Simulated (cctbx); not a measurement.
# Interatomic vectors of Cd3B2Pt7

Space group R-3m (no. 166), a = 5.0290 Å, b = 5.0290 Å, c = 21.1160 Å, α = 90.00°, β = 90.00°, γ = 120.00°, content Pt21 Cd9 B6.

The data are simulated with cctbx, not measured: synchrotron X-rays, λ = 0.4959 Å, to d = 0.75 Å, 95 % of the full sphere, strongest reflection 20000 counts, noise from counting, a 2 % proportional error and a noise floor of 15 counts (s.d.); no absorption.

Patterson synthesis, origin scaled to 1000:

```text
Patterson group R -3 m :H
      u       v       w   height  length (A)
  0.000   0.000   0.000   1000.0     0.00
  0.000   0.500   0.000    488.7     2.51
  0.000   0.000   0.135    423.2     2.84
 -0.002   0.499   0.433    230.3     9.48
 -0.002   0.499   0.134    225.3     3.78
 -0.001   0.500   0.070    200.2     2.92
  0.001   0.501   0.204     81.1     4.98
  0.000   0.000   0.361     79.3     7.62
  0.000   0.000   0.500     79.3    10.56
  0.110   0.220   0.026     30.3     1.11
  0.109   0.218   0.975     25.3     1.09
  0.038   0.270   0.634     22.4     7.83
  0.000   0.000   0.049     20.1     1.03
  0.068   0.135   0.734     18.8     5.65
```

Q: Assign the vectors.

A peak at u stands for all pairs with xi − xj = u, with weight Σ ZiZj against Σ Z² = 148650 at the origin. Peak heights follow these weights only roughly, since form factors, motion and series ripples differ, all vectors within 0.55 Å of a peak are counted as merged into it though the farther ones add only part of their weight, and F(000) is left out, which lowers the whole map:

| u | v | w | shortest length (Å) | height | 1000 ΣZiZj/ΣZ² | pairs in the cell |
| --- | --- | --- | --- | --- | --- | --- |
| 0.000 | 0.500 | 0.000 | 2.51 | 489 | 491 | 12 × Pt–Pt |
| 0.000 | 0.000 | 0.135 | 2.85 | 423 | 461 | 9 × Pt–Pt, 6 × Cd–Cd |
| -0.002 | 0.499 | 0.433 | 2.55 | 230 | 246 | 6 × Pt–Pt |
| -0.002 | 0.499 | 0.134 | 3.79 | 225 | 246 | 6 × Pt–Pt |
| -0.001 | 0.500 | 0.070 | 2.91 | 200 | 302 | 12 × Pt–Cd |
| 0.001 | 0.501 | 0.204 | 3.09 | 81 | 151 | 6 × Pt–Cd |
| 0.000 | 0.000 | 0.361 | 2.96 | 79 | 152 | 6 × Pt–Cd, 3 × B–B |
| 0.000 | 0.000 | 0.500 | 4.56 | 79 | 151 | 6 × Pt–Cd |

The table stops at ten peaks or at a height of 45, below which ripples compete. In the model behind the data Pt, the heaviest element, has 2 independent sites: (2/3, 1/3, 5/6) and (0.5006, 0.0011, 0.9330), up to an allowed shift of origin; the Pt–Pt vectors are differences of these positions and their symmetry mates. The whole model:

```
atom  mult.       x       y       z  Ueq (Å²)
 Pt1      3     2/3     1/3     5/6    0.0028
 Pt2     18  0.5006  0.0011  0.9330    0.0031
 Cd1      3       0       0       0    0.0030
 Cd2      6       0       0  0.8594    0.0038
  B1      6       0       0  0.6683    0.0063
```

This is a model crystal, built by substitution and not relaxed, with assumed displacement parameters.

[Logs are printed without paths, hosts, clocks, repeated set-up lines and the standing remarks that a program may print on its own settings, such as how far it seeks lower states.]
